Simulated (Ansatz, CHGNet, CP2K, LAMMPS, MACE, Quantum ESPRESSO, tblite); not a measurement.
# Bulk modulus of glassy 68SiO2-14MgO-11ZnO-7BaO (mol %) (75 atoms) across programs

How stiff is glassy 68SiO2-14MgO-11ZnO-7BaO (mol %) (75 atoms) under an even change of volume, and do other programs and learned potentials give the same pressure and slope as plane waves?

The results are calculated values.

### 1. The structure

The cell holds 75 atoms (19 Si, 4 Mg, 3 Zn, 2 Ba and 47 O), with edges of 10.68, 10.68 and 10.68 Å. Recipe: 75 atoms (19 Si, 4 Mg, 3 Zn, 2 Ba, 47 O) placed at random at 2.53 g/cm³, melted at 4000 K for 10 ps at fixed volume with the Morse and Coulomb pair potential with partial charges (Pedone, Malavasi, Menziani, Cormack and Segre, J. Phys. Chem. B 110, 11780 (2006)). Quenched from 4000 K to 300 K at 25 K/ps and fixed volume, held 5 ps, then minimised at fixed cell. Then the atoms were relaxed with MACE MP-0b3 medium in the fixed cell.

Bonds by pair of elements; cutoffs follow the first minimum of g(r), held within bounds set by covalent radii, and pairs that aren't listed don't count as bonded:

```
pair A-B  cutoff (Å)  bonds  mean length (Å)  spread (Å)  shortest (Å)  B about A  A about B
    O-Si        2.12     76             1.65       0.032          1.59       1.62          4
    O-Mg        2.68     17             2.05       0.116          1.83      0.362       4.25
    O-Zn        2.33     11             2.01       0.096          1.85      0.234       3.67
    O-Ba        3.29     12             2.85       0.184          2.57      0.255          6
```

### 2. The reference input

Quantum ESPRESSO 7.5: Kohn-Sham DFT, PBE, SSSP efficiency 1.3.0 pseudopotentials, plane waves. Its input, pw.in, for the unchanged cell:

```
&control
  calculation = 'scf'
  pseudo_dir = './pseudo'
  outdir = './tmp'
  disk_io = 'none'
  tprnfor = .true.
  tstress = .true.
/
&system
  ibrav = 0
  nat = 75
  ntyp = 5
  ecutwfc = 60
  ecutrho = 480
  nosym = .true.
  occupations = 'smearing'
  smearing = 'fd'
  degauss = 0.003675
/
&electrons
  conv_thr = 3.8e-07
  electron_maxstep = 100
  mixing_beta = 0.4
  mixing_mode = 'plain'
  diagonalization = 'david'
/
ATOMIC_SPECIES
Si 28.085 Si.upf
Mg 24.305 Mg.upf
Zn 65.380 Zn.upf
Ba 137.327 Ba.upf
O 15.999 O.upf
CELL_PARAMETERS angstrom
10.67530 0.00000 0.00000
0.00000 10.67530 0.00000
0.00000 0.00000 10.67530
ATOMIC_POSITIONS crystal
Si 0.87190 0.12129 0.94413
Si 0.11135 0.02512 0.81039
Si 0.75921 0.01047 0.49121
Si 0.06886 0.52362 0.02543
[... 69 atom lines left out ...]
O 0.78679 0.26849 0.23781
O 0.28750 0.22511 0.41855
K_POINTS gamma
```

```console
$ OMP_NUM_THREADS=1 mpirun -np 2 pw.x -in pw.in > output.txt
```

Elapsed: 6.2 min, on 2 MPI ranks of Arm Neoverse V1, shared host; peak memory 3.6 GiB; 12 min of CPU time.

It converged with an r.m.s. force component of 0.069 eV/Å and a pressure of -2.0 GPa.

### 3. Levels of theory

Every level solves the same cells as single points. CPU time is summed over a level's finished runs, on a host shared with the other runs, so it is rough; the force column is the median over cells of the r.m.s. difference of force components from the reference.

| level | basis or training data | k-points | runs finished | CPU time | peak memory (GiB) | force difference (meV/Å) |
| --- | --- | --- | --- | --- | --- | --- |
| QE, PBE | plane waves, SSSP efficiency, 60/480 Ry | Γ | 3 of 3 | 38 min | 3.7 | reference |
| CP2K double zeta, LDA | DZVP-MOLOPT-SR, GTH-PADE potentials, 1200 Ry | Γ | 3 of 3 | 11 min | 8.2 | 212 |
| tblite GFN1-xTB | tight binding with its own dispersion term | Γ | 2 of 3 | 9.1 s | 0.13 | 420 |
| CHGNet 0.3.0 | trained on PBE(+U) plane-wave data | - | 3 of 3 | 9.7 s | 0.98 | 102 |
| MACE MP-0b3 medium | trained on PBE(+U) plane-wave data | - | 3 of 3 | 22 s | 1.0 | 67 |

Runs without a converged result: tblite GFN1-xTB, 1 single point (refused). A level enters a table below only where it finished every cell that the table needs.

The reference's own r.m.s. force component runs from 69 to 75 meV/Å over these cells. MACE MP-0b3 medium relaxed the atoms, so in the cells that it relaxed its own forces are small, and its entry isn't an independent test there.

### 4. Pressure against volume

The cell is scaled evenly, and at each volume MACE MP-0b3 medium relaxes the atoms again before the single points. The unchanged volume is 16.221 Å³ an atom. Pressures in GPa:

```
                level   -3 %      0   +3 %
              QE, PBE  -0.61  -2.03  -3.04
CP2K double zeta, LDA  -6.15  -7.28  -8.02
         CHGNet 0.3.0  -0.61  -1.94  -2.85
   MACE MP-0b3 medium  -0.70  -2.08  -3.09
```

Energy less that of the unchanged cell at the same level, in meV an atom:

```
                level    -3 %   +3 %
              QE, PBE   -3.64   7.08
CP2K double zeta, LDA  -13.64  15.77
         CHGNet 0.3.0   -3.54   7.11
   MACE MP-0b3 medium   -4.38   7.57
```

### 5. Moduli

From the three volumes nearest the unchanged one: B from the slope of pressure against ln V and from the curvature of the energy, the pressure that the slope of the energy implies, and the volume change at which the printed pressure crosses zero (a dash if it doesn't within the range).

```
                level  B from pressures (GPa)  B from energies (GPa)  printed pressure (GPa)  pressure from energies (GPa)  zero pressure at (%)
              QE, PBE                    40.4                   37.8                   -2.03                         -1.76                     -
CP2K double zeta, LDA                    31.2                   23.3                   -7.28                         -4.84                     -
         CHGNet 0.3.0                    37.3                   39.2                   -1.94                         -1.75                     -
   MACE MP-0b3 medium                    39.8                   35.0                   -2.08                         -1.97                     -
```

As a check by hand on the reference: from -3 to +3 % the pressure falls by 2.42 GPa while ln V grows by 0.0600, a ratio of 40.4 GPa.

Gap between the highest filled and the lowest empty level on the runs' k-points, in eV:

```
                level  -3 %     0  +3 %
              QE, PBE  3.75  3.55  3.31
CP2K double zeta, LDA  3.62  3.41  3.16
```

### 6. Findings

The plane-wave reference (PBE) gives a bulk modulus of 40.4 GPa from its pressures, at a volume where its pressure is -2.03 GPa, and the pressure stays negative over the whole range. Other functionals: CP2K double zeta, LDA 31.2 GPa (-23 %); its pressure lies -5.25 GPa from the reference's. Learned potentials: CHGNet 0.3.0 37.3 GPa (-8 %) and MACE MP-0b3 medium 39.8 GPa (-1 %); their pressures lie -0.05 to +0.08 GPa from the reference's.

The moduli are read at one volume but at unlike pressures, and a cell under tension is as a rule softer than one under compression. Moduli from the energies run from 23 to 39 GPa and part from those from pressures by as much as -25 % (CP2K double zeta, LDA); they rest on small differences of energy, and for levels other than MACE MP-0b3 medium they hold the work of leftover forces. Printed pressure and the slope of the energy part noticeably for CP2K double zeta, LDA; the atoms move along a path that isn't these levels' own, so their forces do work along it, and an error in the stress can't be told from that. The reference's gap falls as the cell grows, from 3.75 eV at -3 % to 3.31 eV at +3 %.

Caveats: The atoms follow MACE MP-0b3 medium, not each level's own minimum, so these moduli only approach relaxed ones and hang on that choice. Three points at finite strain give rough moduli, at the given volume rather than at zero pressure. Pressures at a fixed plane-wave cutoff or in a small atom-centred basis hold some basis error. The quench rate of 25 K/ps is many orders above laboratory rates, so the cell is likely richer in defects and strain than a real sample. The reference samples only Γ, in a cell whose shortest periodic width is 11 Å. Spin–orbit coupling is left out, which matters for the levels of the heavy elements. The reference isn't exact: its cutoffs and mesh weren't converged further here. Where levels are smeared, the DFT runs use Fermi–Dirac occupations at 580 K (0.05 eV), and energies are free energies.

[Logs are printed without paths, hosts, clocks, repeated set-up lines and the standing remarks that a program may print on its own settings, such as how far it seeks lower states.]

[Hosts, paths, dates, database ids (printed as entryN), source tags and the programs' standing remarks are cut or masked in the printed files.]
